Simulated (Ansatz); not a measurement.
# G0W0 on several functionals: H4C2SeSO2 (Pc)

How much of the starting functional survives in the G0W0 gap of H4C2SeSO2 (Pc)?

Program: Ansatz 0.2.0. Level of theory: G0W0 on several functionals, plane waves, PAW. Results are calculated unless marked as measured.

This is a report of a sequence of runs, with most program output left out.

In doubt: masses and optical values from hybrid runs of this build are listed as unsure (step 4), which bears on the screening that GW takes from such a start.

### 1. Starting point

It takes space group Pc (No. 7, monoclinic). Conventional cell: a = 5.620 Å, b = 5.429 Å, c = 8.799 Å, α = 90.00°, β = 117.82°, γ = 90.00°. H has 1 C at 1.09 Å nearest. Nearest to H lie 1 C at 1.09 Å. Nearest to C lie 2 H at 1.09 Å and 1 S at 1.80 Å and 1 Se at 1.98 Å. Nearest to C lie 2 H at 1.09 Å and 1 S at 1.79 Å and 1 Se at 1.99 Å. Farther neighbours and most contacts between anions are not listed.

Geometry: measured cell, ions relaxed with PBE. The runs that relaxed it are not among those shown.

### 2. G0W0 on PBE

Now the one-shot GW correction: screening in the RPA, then the self-energy of the levels asked for. This step takes PAW set soft_1 files.

This step: G0W0 on PBE, plane waves, PAW; PAW set soft_1.

input.yaml reads:

```yaml
crystal:
  lattice:
    - [5.6201, 0.0, 0.0]
    - [0.0, 5.429, 0.0]
    - [-4.1064155037, 0.0, 7.782155437]
  atoms:
    - { symbol: H, position: [0.9903275064, 0.7473635647, 0.4660418871] }
    - { symbol: H, position: [0.9903275064, 0.2526364353, 0.9660418871] }
    - { symbol: H, position: [0.9526666536, 0.4949916995, 0.3188623577] }
    - { symbol: H, position: [0.9526666536, 0.5050083005, 0.8188623577] }
    - { symbol: H, position: [0.3242621606, 0.9254302466, -0.0008390993] }
    - { symbol: H, position: [0.3242621606, 0.0745697534, 0.4991609007] }
    - { symbol: H, position: [0.4578783155, 0.1133202744, 0.1941292844] }
    - { symbol: H, position: [0.4578783155, 0.8866797256, 0.6941292844] }
    - { symbol: C, position: [0.8719629278, 0.6686019466, 0.3380623345] }
    - { symbol: C, position: [0.8719629278, 0.3313980534, 0.8380623345] }
    - { symbol: C, position: [0.4713629967, 0.9401030733, 0.1349322238] }
    - { symbol: C, position: [0.4713629967, 0.0598969267, 0.6349322238] }
    - { symbol: Se, position: [0.4847737869, 0.6468803937, 0.274117174] }
    - { symbol: Se, position: [0.4847737869, 0.3531196063, 0.774117174] }
    - { symbol: S, position: [0.8080090367, 0.8871242417, 0.1698405285] }
    - { symbol: S, position: [0.8080090367, 0.1128757583, 0.6698405285] }
    - { symbol: O, position: [0.9794800703, 0.1049310127, 0.2322299963] }
    - { symbol: O, position: [0.9794800703, 0.8950689873, 0.7322299963] }
    - { symbol: O, position: [0.8018265455, 0.7599013105, 0.0217933131] }
    - { symbol: O, position: [0.8018265455, 0.2400986895, 0.5217933131] }
kpoints:
  mp_grid: { grid: [4, 4, 2] }
hamiltonian:
  xc: pbe
  pseudopotentials: { kind: paw, azcp: { folder: soft_1 } }
scf:
  occupations: { method: fixed }
gw:
  n_empty_bands: 1091
  ecut_chi: 160.0
  qp_bands: [v4, c4]
  qp_kpoints: band_edges
  screening: { model: contour_deformation }
```

Run with:

```bash
$ ansatz run input.yaml --threads 2 --pin off --max-ram 92160MiB --backend cuda --events-out ev --progress --plain --runs-dir out --devices 1 --max-vram 13GiB
```

It took 3 min on 1 × NVIDIA H100 80GB HBM3 (shared by 6 runs) with 2 threads of AMD EPYC 7R13 (Zen 3), shared host; peak memory 6.3 GiB.

Numbers from this step:

| Item | Value |
| --- | --- |
| bands summed | 1137 |
| RPA ε∞ on this mesh (eigenvalues) | 2.633, 2.778, 3.005 |
| plane waves in the screening matrix | 1083 |
| q-points in the mesh | 32 |
| G0W0 gap on the mesh | 5.679 eV |
| k of the valence top | -0.5, -0.5, 0 |
| k of the conduction bottom | -0.5, 0, 0 |
| starting gap on the mesh | 2.989 eV |
| Z at the valence top | 0.8020 |
| Z at the conduction bottom | 0.8160 |
| least direct G0W0 gap on the computed points | 5.954 eV |

The gap on the mesh goes from 2.99 eV to 5.68 eV, a correction of +2.69 eV. Between the two edge states, bare exchange in place of the xc potential would open the gap by 7.97 eV, and correlation takes back 5.28 eV.

### 3. G0W0 on r2SCAN

The same correction from a different start measures what one shot leaves open.

This step: G0W0 on r2SCAN, plane waves, PAW; PAW set soft_1.

Changes to input.yaml since step 2:

```diff
@@ -29,3 +29,3 @@
 hamiltonian:
-  xc: pbe
+  xc: r2scan
   pseudopotentials: { kind: paw, azcp: { folder: soft_1 } }
```

Wall time 3.7 min (1 × NVIDIA H100 80GB HBM3 (shared by 6 runs) with 2 threads); peak memory 7.2 GiB.

This step gave:

* bands summed: 1137
* RPA ε∞ on this mesh (eigenvalues): 2.515, 2.642, 2.856
* plane waves in the screening matrix: 1083
* q-points in the mesh: 32
* G0W0 gap on the mesh: 5.895 eV
* k of the valence top: -0.5, -0.5, 0
* k of the conduction bottom: -0.5, 0, 0
* starting gap on the mesh: 3.333 eV
* Z at the valence top: 0.8146
* Z at the conduction bottom: 0.8278
* least direct G0W0 gap on the computed points: 6.177 eV

Against the run with 4×4×2 mesh, 1091 empty bands, screening to 160 eV, PAW set soft_1 files on PBE, the gap moves by +0.22 eV, while the start moved by +0.34 eV.

### 4. G0W0 on HSE06

This step: G0W0 on HSE06, plane waves, PAW; PAW set soft_1.

Changes to input.yaml since step 3:

```diff
@@ -29,3 +29,3 @@
 hamiltonian:
-  xc: r2scan
+  xc: hse06
   pseudopotentials: { kind: paw, azcp: { folder: soft_1 } }
```

Wall time 8.3 min (1 × NVIDIA H100 80GB HBM3 (shared by 6 runs) with 2 threads); peak memory 6.9 GiB; 11 min of CPU time.

Numbers from this step:

```
bands summed                                 : 1137
RPA ε∞ on this mesh (eigenvalues)            : 2.363, 2.471, 2.648
plane waves in the screening matrix          : 1083
G0W0 gap on the mesh                         : 6.244 eV
k of the valence top                         : -0.5, -0.5, 0
k of the conduction bottom                   : -0.5, 0, 0
starting gap on the mesh                     : 4.223 eV
least direct G0W0 gap on the computed points : 6.523 eV
```

Against the run with 4×4×2 mesh, 1091 empty bands, screening to 160 eV, PAW set soft_1 files on r2SCAN, the gap moves by +0.35 eV, while the start moved by +0.89 eV.

### 5. The starts together

All on the 4×4×2 mesh with 1091 empty bands and screening to 160 eV. Times are wall times on 1 × NVIDIA H100 80GB HBM3 (shared by 6 runs) with 2 threads of AMD EPYC 7R13 (Zen 3), shared host, good to a factor of about two.

```tsv
start	starting gap (eV)	shift (eV)	G0W0 gap (eV)	RPA ε∞ (harmonic mean)	Z (valence, conduction)	time
PBE	2.99	+2.69	5.68	2.80	0.80, 0.82	3 min
r2SCAN	3.33	+2.56	5.90	2.66	0.81, 0.83	3.7 min
HSE06	4.22	+2.02	6.24	2.49	0.83, 0.84	8.3 min
```

The parts of the quasiparticle energy at the two band edges (eV; QP = start + Σx + Σc − Vxc):

```tsv
run	edge	start	Σx	Σc	Vxc	Z	QP
PBE	valence top	2.91	-18.12	1.73	-14.74	0.80	1.25
PBE	conduction bottom	5.90	-9.24	-3.55	-13.83	0.82	6.93
r2SCAN	valence top	2.58	-18.15	1.63	-15.08	0.81	1.14
r2SCAN	conduction bottom	5.91	-9.16	-3.46	-13.74	0.83	7.03
HSE06	valence top	2.10	-18.14	1.44	-15.49	0.83	0.90
HSE06	conduction bottom	6.33	-8.76	-3.35	-12.93	0.84	7.14
```

For a hybrid start, Vxc holds its share of exact exchange.

### 6. Summary of results

```yaml
g0w0_pbe: 5.68 eV (start 2.99 eV)
g0w0_r2scan: 5.90 eV (start 3.33 eV)
g0w0_hse06: 6.24 eV (start 4.22 eV)
known_limits: not at the basis limit; no spin-orbit coupling
```

What this shows: The starting gaps span 1.23 eV and the G0W0 gaps 0.57 eV. Between PBE and HSE06, 0.57 eV of the 1.23 eV survives, 46 %. HSE06 screens less than PBE (ε∞ 2.49 against 2.80). Of the 0.57 eV by which its G0W0 gap is higher, the correlation part gives +0.49 eV, and exchange with the one-particle terms, which follow the orbitals, +0.07 eV. The smallest correction, +2.02 eV, is on HSE06, the start nearest to reproducing itself. Bands and cutoff are finite, so the gap is not at the basis limit. The miss can reach some tenths of an eV and take either sign; the mesh is an error of its own. The many-body steps are scalar-relativistic: spin-orbit coupling is not in them.

[Paths, hosts, dates, memory and timing lines, banners, echoed tables and standing remarks are left out of the program output.]

[Logs are printed without paths, hosts, clocks, repeated set-up lines and the standing remarks that a program may print on its own settings, such as how far it seeks lower states.]

[Runs of the session that timed out or met a known fault of the program may be left out.]

[Cells called generated may have been cut or substituted from an entry of the Crystallography Open Database or the Materials Project.]

[Hosts, paths, dates, database ids (printed as entryN), source tags and the programs' standing remarks are cut or masked in the printed files.]
